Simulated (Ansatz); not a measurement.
# How thick a slab does the work function of Pd need?

Slabs of Pd from 1 to 13 layers are run on 3 faces. From which thickness on does the work function stay within 0.05 eV of the thickest slab's, and does that depend on the face?

**Method.** Ansatz 0.2.0, plane waves with PAW datasets (its set soft_2), PBE; symmetric slabs at bulk places and the tabulated experimental lattice constant, 18 Å of vacuum, one k-mesh a face (spacing 0.16 Å⁻¹, 2π included), Fermi-Dirac smearing of 0.1 eV.

Results:

| layers | Pd(100) (eV) | Pd(110) (eV) | Pd(111) (eV) |
| --- | --- | --- | --- |
| 1 | 5.663 | 5.292 | 5.986 |
| 2 | 5.086 | 4.956 | 5.226 |
| 3 | 5.079 | 4.746 | 5.207 |
| 4 | 5.092 | 4.914 | 5.221 |
| 5 | 5.083 | 4.719 | 5.209 |
| 6 | 5.089 | 4.803 | 5.223 |
| 7 | 5.086 | 4.836 | 5.220 |
| 8 | 5.084 | 4.734 | 5.224 |
| 10 | 5.087 | 4.800 | 5.221 |
| 13 | 5.087 | 4.788 | 5.220 |

**Reading.** Within 0.05 eV of the 13-layer value: Pd(100) from 2 layers on, Pd(110) from 10 layers on and Pd(111) from 2 layers on. In length between the outer atoms these thicknesses are 1.9 Å, 12.4 Å and 2.2 Å; the faces differ a good deal. From four layers on the values span 0.009 to 0.195 eV, most on Pd(110). Thirteen layers cost about 8 to 9 times the CPU time of four.

**Limits.** The 13-layer slab is the reference and is itself not proved converged. Thicknesses missing from the table have no sound run at this vacuum, and where values alternate they could fall outside the band. The smearing damps swings with thickness. The slabs are unrelaxed and unreconstructed, and the CPU ratio is rough.
